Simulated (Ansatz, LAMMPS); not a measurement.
# Amorphous 43ZrO2-57SiO2 (mol %) (84 atoms), relaxed: mesh and functional compared

Which bonds does the relaxation leave, and how do the Kohn-Sham gap, forces and pressure change with k-mesh and functional?

Calculated with Ansatz 0.2.0: Kohn-Sham DFT, PBE, PAW (set soft_2), plane waves; cutoff 420 eV, Γ point, fermi-dirac smearing of 0.025 eV.

**The cell**

Density at the start: 3.38 g/cm³. The cell holds 84 atoms: 12 Zr, 16 Si and 56 O. Its edges and angles: a = 10.620 Å, b = 10.620 Å, c = 10.620 Å, α = 90.0°, β = 90.0°, γ = 90.0°. 84 atoms (12 Zr, 16 Si, 56 O) placed at random at 3.38 g/cm³, melted at 5000 K for 10 ps at fixed volume with the Morse and Coulomb pair potential with partial charges (Pedone, Malavasi, Menziani, Cormack and Segre, J. Phys. Chem. B 110, 11780 (2006)). Quenched from 5000 K to 300 K at 50 K/ps and fixed volume, held 5 ps, then minimised at fixed cell.

Cell and atoms were relaxed with PBE. The walk converged after 9 steps by the program's count, with a largest force component of 0.0306 eV/Å; it began at an r.m.s. force component of 0.96 eV/Å. The edges went from 10.620, 10.620, 10.620 to 10.787, 10.392, 10.476 Å, and the volume from 14.260 to 13.952 Å³ an atom (-2.2 %).

The input of the reference single point:

```yaml
crystal:
  lattice:
    - [10.78163, 0.2518, 0.21136]
    - [0.2518, 10.38915, 0.0679]
    - [0.21136, 0.0679, 10.47361]
  atoms:
    - { symbol: Zr, position: [0.84379, 0.13094, 0.04759] }
    - { symbol: Zr, position: [0.03826, 0.51383, 0.80793] }
    - { symbol: Zr, position: [0.63305, 0.83975, 0.16191] }
    - { symbol: Zr, position: [0.69207, 0.17754, 0.51094] }
    [... 78 atom lines left out ...]
    - { symbol: O, position: [0.06477, 0.27797, 0.36796] }
    - { symbol: O, position: [0.51331, 0.77032, 0.54919] }
kpoints:
  mp_grid: { grid: [1, 1, 1] }
hamiltonian:
  xc: pbe
scf:
  occupations: { method: fermi_dirac, width: 0.025 }
output:
  forces: true
  stress: true
  populations: true
  dos:
    method: { smearing: { sigma: 0.08 } }
    de: 0.05
    projected: { site_lists: { O: [O], Si: [Si], Zr: [Zr] } }
  eigenvalues: true
  write_density: true
  write_potential: true
  volumetric_format: npy
```

**Bonds after relaxation**

Bonds by pair of elements; cutoffs follow the first minimum of g(r), held within bounds set by covalent radii, and pairs that aren't listed don't count as bonded:

| pair A-B | cutoff (Å) | bonds | mean length (Å) | spread (Å) | shortest (Å) | B about A | A about B |
| --- | --- | --- | --- | --- | --- | --- | --- |
| O-Si | 2.12 | 64 | 1.64 | 0.031 | 1.59 | 1.14 | 4 |
| O-Zr | 2.98 | 71 | 2.15 | 0.18 | 1.93 | 1.27 | 5.92 |

How many atoms have how many bonded neighbours:

| element | mean | 2 | 3 | 4 | 5 | 6 | 7 |
| --- | --- | --- | --- | --- | --- | --- | --- |
| O | 2.41 | 34 | 21 | 1 | 0 | 0 | 0 |
| Si | 4 | 0 | 0 | 16 | 0 | 0 | 0 |
| Zr | 5.92 | 0 | 0 | 0 | 2 | 9 | 1 |

**Levels of theory**

Single points at the relaxed geometry:

| functional | k-mesh | Kohn-Sham gap (eV) | pressure (GPa) | r.m.s. force component (eV/Å) | SCF cycles | time |
| --- | --- | --- | --- | --- | --- | --- |
| PBE | 1×1×1 | 3.880 | 0.01 | 0.008 | 10 | 23 s |
| PBE | 2×2×2 | 3.844 | 0.02 | 0.012 | 10 | 3.5 min |
| HSE06 | 1×1×1 | 5.490 | -4.98 | 0.178 | 20 | 6.3 min |
| r2SCAN | 1×1×1 | 4.341 | -4.12 | 0.155 | 11 | 59 s |
| PBEsol | 1×1×1 | 3.833 | -3.62 | 0.065 | 11 | 24 s |

The gap is that between the highest filled and lowest empty Kohn-Sham level on the run's k-points. Cutoffs: 420 eV for PBE, HSE06 and PBEsol; 500 eV for r2SCAN. Times come from shared hosts and are rough.

**Findings**

By these cutoffs 61 % of O atoms have 2, 100 % of Si atoms have 4 and 75 % of Zr atoms have 6 neighbours. The Kohn-Sham gap is 3.88 eV with PBE on the 1×1×1 mesh and 3.84 eV on 2×2×2. On the 1×1×1 mesh HSE06 changes the gap by +1.61 eV against PBE. Carrying that shift over to the 2×2×2 mesh gives 3.84 + 1.61 = 5.45 eV, an estimate that takes the shift to be alike at all k-points. On the reference's mesh the gap changes with r2SCAN by +0.46 eV and PBEsol by -0.05 eV. Against the reference the pressure changes with HSE06 by -5.0 GPa, r2SCAN by -4.1 GPa and PBEsol by -3.6 GPa; a negative change means a smaller volume than PBE would take. The denser mesh moves the energy by -0.4 meV/atom and the pressure by +0.01 GPa.

Limits: All single points share the geometry relaxed with PBE. The volume changed by -2.2 % on relaxing; in so small a cell, on this mesh and at this cutoff, the relaxed density is rough. One sample; tail or defect levels can set the gap of a disordered cell. The quench rate of 50 K/ps is many orders above laboratory rates, so the cell is likely richer in defects and strain than a real sample. The network of bonds at the start is that of the classical potential that made the cell, and needn't be the one that DFT or experiment would give. In some runs the program notes that the exchange-correlation potential is rough where the density is thin, it cut back its work space to fit the memory limit, the exchange threshold is loose for the stress and the SCF threshold is loose for the stress.

[Logs are printed without paths, hosts, clocks, repeated set-up lines and the standing remarks that a program may print on its own settings, such as how far it seeks lower states.]

[Hosts, paths, dates, database ids (printed as entryN), source tags and the programs' standing remarks are cut or masked in the printed files.]
